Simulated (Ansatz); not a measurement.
**Lattice dynamics of ScIr3C (Pm-3m)**

Task: relax ScIr3C (Pm-3m), then find its harmonic phonons.

Main program and level: Ansatz 0.2.0; DFT PBEsol, scalar-relativistic, plane waves, PAW; PAW set soft_1.

Report form: the programs' logs are mostly left out.

## (1) Set-up

Symmetry: Pm-3m, No. 221, cubic system. The conventional cell has a = 4.685 Å, b = 4.685 Å, c = 4.685 Å, α = 90.00°, β = 90.00°, γ = 90.00°. Sc has 6 Ir at 2.34 Å nearest. Ir has 2 Sc at 2.34 Å nearest. C has 12 Ir at 3.31 Å nearest. Farther neighbours are not listed.

## (2) Bringing the structure to rest

The cell and atoms are relaxed, since residual forces and stress would shift the frequencies.

The input, input.yaml:

```yaml
crystal:
  lattice:
    - [4.685136, 0.0, 0.0]
    - [0.0, 4.685136, 0.0]
    - [0.0, 0.0, 4.685136]
  atoms:
    - { symbol: Sc, position: [0.0, 0.0, 0.0] }
    - { symbol: Ir, position: [0.5, 0.0, 0.0] }
    - { symbol: Ir, position: [0.0, 0.5, 0.0] }
    - { symbol: Ir, position: [0.0, 0.0, 0.5] }
    - { symbol: C, position: [0.5, 0.5, 0.5] }
kpoints:
  mp_grid: { grid: [8, 8, 8] }
hamiltonian:
  xc: pbesol
  pseudopotentials: { kind: paw, azcp: { folder: soft_1 }, xc_functional: pbe }
scf:
  occupations: { method: gaussian, width: 0.1 }
output:
  forces: true
  stress: true
  eigenvalues: true
  write_density: true
  write_potential: true
  elf: true
  volumetric_format: npy
relax:
  adjacent_minimum: "off"
  f_tol: 0.005
  max_steps: 80
  cell: { stress_tol: 0.05 }
```

Started as:

```sh
ansatz run input.yaml --threads 4 --pin off --max-ram 10240MiB --backend cpu --events-out ev --progress --plain --runs-dir out
```

It took 8.8 s on 4 threads of Intel Xeon Platinum 8488C (Sapphire Rapids), shared host; peak memory 0.55 GiB; 32 s of CPU time.

The steps of the relaxation:

```
step  energy less that of the first step (eV)  largest force component (eV/Å)  pressure (GPa)  volume (Å³)
   1                                   0.0000                          0.0000           -5.88       102.84
   2                                  -0.1255                          0.0000            0.88        95.64
   3                                  -0.1273                          0.0000           -0.11        96.53
   4                                  -0.1274                          0.0000            0.00        96.43
  5*                                  -0.1255                          0.0000           -0.01        96.43
```

Relaxation steps marked * repeat the geometry before them on a plane-wave basis chosen anew for their cell, so energy and pressure can jump there.

The run keeps the 48 symmetry operations that it works with, so distortions that break them were not tested.

```
conventional cell, symmetrised  before  after  change
                         a (Å)   4.685  4.586  -2.1 %
                         b (Å)   4.685  4.586  -2.1 %
                         c (Å)   4.685  4.586  -2.1 %
              volume (Å³/atom)   20.57  19.29  -6.2 %
```

The relaxed structure:

```cif
data_structure
_symmetry_space_group_name_H-M 'P 1'
_symmetry_Int_Tables_number 1
_cell_length_a 4.5856
_cell_length_b 4.5856
_cell_length_c 4.5856
_cell_angle_alpha 90.000
_cell_angle_beta 90.000
_cell_angle_gamma 90.000
_cell_volume 96.43
loop_
_atom_site_label
_atom_site_type_symbol
_atom_site_fract_x
_atom_site_fract_y
_atom_site_fract_z
_atom_site_occupancy
Sc1 Sc 0.00000 0.00000 0.00000 1
Ir2 Ir 0.50000 0.00000 0.00000 1
Ir3 Ir 0.00000 0.50000 0.00000 1
Ir4 Ir 0.00000 0.00000 0.50000 1
C5 C 0.50000 0.50000 0.50000 1
```

Numbers from this step:

* pressure: -0.01103 GPa
* volume per atom: 19.29 Å³
* gap on the k-mesh: 0 eV

ELF in the ac plane at fractional y = 0.000, with atoms of Sc and Ir within 0.2 Å of it. It is the smooth field of the valence electrons, not physical close to the nuclei.

Values, 13 rows by 14 columns, each cell a mean:
```
0.33 0.55 0.47 0.24 0.43 0.56 0.54 0.51 0.56 0.53 0.36 0.27 0.57 0.48
0.58 0.48 0.24 0.22 0.34 0.43 0.52 0.54 0.48 0.39 0.31 0.17 0.34 0.54
0.29 0.23 0.19 0.27 0.31 0.29 0.32 0.34 0.30 0.30 0.31 0.23 0.20 0.26
0.44 0.38 0.32 0.32 0.31 0.26 0.22 0.21 0.23 0.28 0.32 0.31 0.34 0.41
0.59 0.53 0.38 0.27 0.26 0.22 0.17 0.15 0.18 0.24 0.26 0.30 0.44 0.56
0.49 0.55 0.49 0.28 0.21 0.16 0.11 0.10 0.13 0.19 0.22 0.36 0.53 0.53
0.45 0.55 0.51 0.29 0.20 0.15 0.10 0.09 0.12 0.18 0.22 0.38 0.55 0.52
0.56 0.55 0.43 0.27 0.23 0.19 0.14 0.13 0.16 0.21 0.24 0.32 0.49 0.56
0.55 0.47 0.34 0.30 0.29 0.25 0.20 0.19 0.21 0.27 0.30 0.31 0.39 0.51
0.29 0.26 0.25 0.30 0.31 0.27 0.25 0.26 0.25 0.29 0.32 0.28 0.25 0.27
0.46 0.34 0.18 0.23 0.32 0.36 0.44 0.47 0.41 0.34 0.30 0.18 0.23 0.40
0.52 0.58 0.38 0.22 0.39 0.51 0.55 0.56 0.55 0.47 0.33 0.22 0.49 0.57
0.11 0.48 0.54 0.26 0.47 0.59 0.50 0.44 0.55 0.57 0.38 0.31 0.60 0.32
```
Columns run along a (4.6 Å), rows up along c (4.6 Å). Atoms in or near the plane, at fractional coordinates: Sc at (0.00, 0.00), Ir at (0.50, 0.00), Ir at (0.00, 0.50).

Electrostatic potential energy in the ac plane at fractional y = 0.000, with atoms of Sc and Ir within 0.2 Å of it. With pseudopotentials it is smooth inside the atoms' cores, unlike the true potential.

Ten even steps from '0' (-62 eV) to '9' (17 eV), each cell a mean:
```
23687300147753
56788632478875
78899877889987
77899999999987
23699999999853
01489999999720
00389999999620
12589999999741
56899999999875
78899988899988
67898754689876
34687410258864
13576200047742
```
Columns run along a (4.6 Å; values clipped at the 3rd and 97th percentile), rows up along c (4.6 Å). Atoms in or near the plane, at fractional coordinates: Sc at (0.00, 0.00), Ir at (0.50, 0.00), Ir at (0.00, 0.50).

Valence density in the ac plane at fractional y = 0.000, with atoms of Sc and Ir within 0.2 Å of it. It is the smooth field of the valence electrons, not physical close to the nuclei.

Ten even steps from '0' (0.1 e/Å³) to '9' (9.5 e/Å³), each cell a mean:
```
74101478620026
31000134210002
00000000000000
10000000000001
53100000000014
96200000000148
97300000000148
75100000000026
21000000000002
00000000000000
11000022100001
53100367510014
86201599730037
```
Columns run along a (4.6 Å), rows up along c (4.6 Å). Atoms in or near the plane, at fractional coordinates: Sc at (0.00, 0.00), Ir at (0.50, 0.00), Ir at (0.00, 0.50).

In this step the volume went from 20.57 to 19.29 Å³/atom.

## (3) Tight relaxation

Phonons need a cell at rest on their own settings, so the relaxation is repeated with tight tolerances on forces and stress on the k mesh and occupations of the first response run.

input.yaml, the sections that differ from step 2:

```yaml
crystal:
  lattice:
    - [4.5856197185, 0.0, 0.0]
    - [0.0, 4.5856197185, 0.0]
    - [0.0, 0.0, 4.5856197185]
  atoms:
    - { symbol: Sc, position: [0.0, 0.0, 0.0] }
    - { symbol: Ir, position: [0.5, 0.0, 0.0] }
    - { symbol: Ir, position: [0.0, 0.5, 0.0] }
    - { symbol: Ir, position: [0.0, 0.0, 0.5] }
    - { symbol: C, position: [0.5, 0.5, 0.5] }
scf:
  occupations: { method: methfessel_paxton, width: 0.2 }
output:
  forces: true
  stress: true
  eigenvalues: true
relax:
  adjacent_minimum: "off"
  f_tol: 0.001
  max_steps: 60
  cell: { stress_tol: 0.01 }
# kpoints, hamiltonian: as in step 2
```

Elapsed: 5.1 s, on 4 threads; peak memory 0.54 GiB.

Little changed from the start: no atom moved by 0.005 Å and no cell edge by 0.1 %.

Numbers from this step:

```
pressure        : 0.006673 GPa
volume per atom : 19.27 Å³
```

The forces vanish by symmetry and the pressure is 0.007 GPa, within the tolerances set. The cell now holds 19.27 Å³/atom.

## (4) Zone-centre response

The zone centre comes first: it holds the modes that light can see, as far as symmetry allows. No field response is asked, since the mesh shows no gap.

input.yaml, the sections that differ from step 3:

```yaml
crystal:
  lattice:
    - [4.5845517381, 0.0, 0.0]
    - [0.0, 4.5845517381, 0.0]
    - [0.0, 0.0, 4.5845517381]
  atoms:
    - { symbol: Sc, position: [0.0, 0.0, 0.0] }
    - { symbol: Ir, position: [0.5, 0.0, 0.0] }
    - { symbol: Ir, position: [0.0, 0.5, 0.0] }
    - { symbol: Ir, position: [0.0, 0.0, 0.5] }
    - { symbol: C, position: [0.5, 0.5, 0.5] }
output:
  eigenvalues: true
phonons:
  method: dfpt
# kpoints, hamiltonian, scf: as in step 3
# relax: removed
```

It took 52 s on 4 threads; peak memory 1.7 GiB.

Numbers from this step:

```yaml
sum_rule_residual_before_enforcement: 5.19e-5 eV/Å²
point_group: m-3m
highest_optical_mode_at_the_zone_centre_no_lo_to_term: 402.3 cm⁻¹
lowest_optical_zone_centre_mode: -340.4 cm⁻¹
```

Patterns of degenerate modes are one choice out of their space. The modes at Γ (shares of kinetic energy by element, %) (negative means imaginary):

```
mode  frequency (cm⁻¹)  symmetry  Sc %  Ir %  C %
   1            -340.4       T1u     0     3   97
   2            -340.4       T1u     0     3   97
   3            -340.4       T1u     0     3   97
   4            -133.5       T1u    19    80    1
   5            -133.5       T1u    19    80    1
   6            -133.5       T1u    19    80    1
   7             -90.7       T2u     0   100    0
   8             -90.7       T2u     0   100    0
   9             -90.7       T2u     0   100    0
  10               0.0  acoustic     7    91    2
  11               0.0  acoustic     7    91    2
  12               0.0  acoustic     7    91    2
  13             402.3       T1u    74    26    0
  14             402.3       T1u    74    26    0
  15             402.3       T1u    74    26    0
```

Displacements in mode 2 (-340.4 cm⁻¹), the largest set to 1:
```
Sc1  0.00  0.01  0.00
Ir2  0.00 -0.03  0.00
Ir3  0.00  0.00  0.00
Ir4  0.00 -0.03  0.00
C5   0.00  1.00 -0.13
```

Displacements in mode 4 (-133.5 cm⁻¹), the largest set to 1:
```
Sc1 -0.75  1.00  0.16
Ir2 -0.56 -0.47 -0.08
Ir3  0.36  0.74 -0.08
Ir4  0.36 -0.47  0.12
C5   0.34 -0.46 -0.07
```

Before it was imposed, the acoustic sum rule was missed by 5.2e-5 eV/Å². Small misses are needed for a sound result but don't prove that mesh and cutoff are converged. The lowest optical mode is imaginary, 340.4i cm⁻¹, so the energy falls along it.

## (5) The dispersion

Stability and thermal properties need the whole zone. Linear response on a 4×4×4 q mesh gives force constants as far as a supercell of that size would.

Edit input.yaml of step 4 so:

```diff
@@ -22 +22,8 @@
   method: dfpt
+  qmesh: [4, 4, 4]
+  temperatures: { t_max: 1000, t_step: 50 }
+  qpath:
+    path:
+      - [[0.0, 0.0, 0.0], [0.0, 0.5, 0.0], [0.5, 0.5, 0.0], [0.0, 0.0, 0.0], [0.5, 0.5, 0.5], [0.0, 0.5, 0.0]]
+      - [[0.5, 0.5, 0.5], [0.5, 0.5, 0.0]]
+    npoints: 10
```

Run time: 21 min. Hardware: 4 threads; peak memory 4.5 GiB.

This step gave:

```
sum-rule residual before enforcement                    : 5.16e-5 eV/Å²
lowest frequency on the path                            : -340.4 cm⁻¹
highest frequency on the path or at a solved wavevector : 402.3 cm⁻¹
lowest mode on the q mesh (acoustic modes at Γ apart)   : -340.4 cm⁻¹
```

Frequencies (cm⁻¹) solved at each irreducible wavevector; negative means imaginary. Frequencies by wavevector, by row:

```
q in reciprocal lattice units  star  mode 1  mode 2  mode 3  mode 4  mode 13  mode 14  mode 15
                        0 0 0     1  -340.4  -340.4  -340.4  -133.5    402.3    402.3    402.3
                     0 0 0.25     6  -329.1  -329.1  -315.3  -132.8    377.3    399.7    399.7
                     0 0 -0.5     3  -322.6  -322.6  -282.9  -133.6    365.6    398.1    398.1
                  0 0.25 0.25    12  -331.1    -320    -308  -130.9    379.4    380.1    397.5
                  0 0.25 -0.5    12  -325.7    -313  -301.8  -130.6    359.5    380.2    395.7
                  0 -0.5 -0.5     3    -322    -322    -302    -129    357.1    357.1      394
               0.25 0.25 0.25     8  -332.8  -332.8    -298  -102.7    379.1    381.7    381.7
               0.25 0.25 -0.5    12  -335.8  -313.6  -313.3   -97.9    354.1    379.5    381.7
               0.25 -0.5 -0.5     6  -327.5  -327.5  -323.7   -89.9      351      351    380.2
               -0.5 -0.5 -0.5     1  -336.9  -336.9  -336.9   -80.4    347.1    347.1    347.1
```

Interpolated from a 4×4×4 q mesh. Phonon branches along the path, in cm⁻¹:

```
    point  branch 1  branch 2  branch 3  branch 4  branch 12  branch 13  branch 14  branch 15
        Γ      -340      -340      -340      -134          0        402        402        402
  halfway      -329      -329      -315      -133        108        377        400        400
        X      -323      -323      -283      -134        173        366        398        398
  halfway      -326      -313      -302      -131        176        360        380        396
        M      -322      -322      -302      -129        181        357        357        394
  halfway      -331      -320      -308      -131        104        379        380        398
        Γ      -340      -340      -340      -134          0        402        402        402
  halfway      -333      -333      -298      -103         96        379        382        382
        R      -337      -337      -337       -80        185        347        347        347
  halfway      -336      -314      -313       -98        179        354        380        382
        X      -323      -323      -283      -134        173        366        398        398
jump to R      -337      -337      -337       -80        185        347        347        347
  halfway      -328      -328      -324       -90        183        351        351        380
        M      -322      -322      -302      -129        181        357        357        394
```

[end of part 1 of 2]

[Logs are printed without paths, hosts, clocks, repeated set-up lines and the standing remarks that a program may print on its own settings, such as how far it seeks lower states.]

[Hosts, paths, dates, database ids (printed as entryN), source tags and the programs' standing remarks are cut or masked in the printed files.]
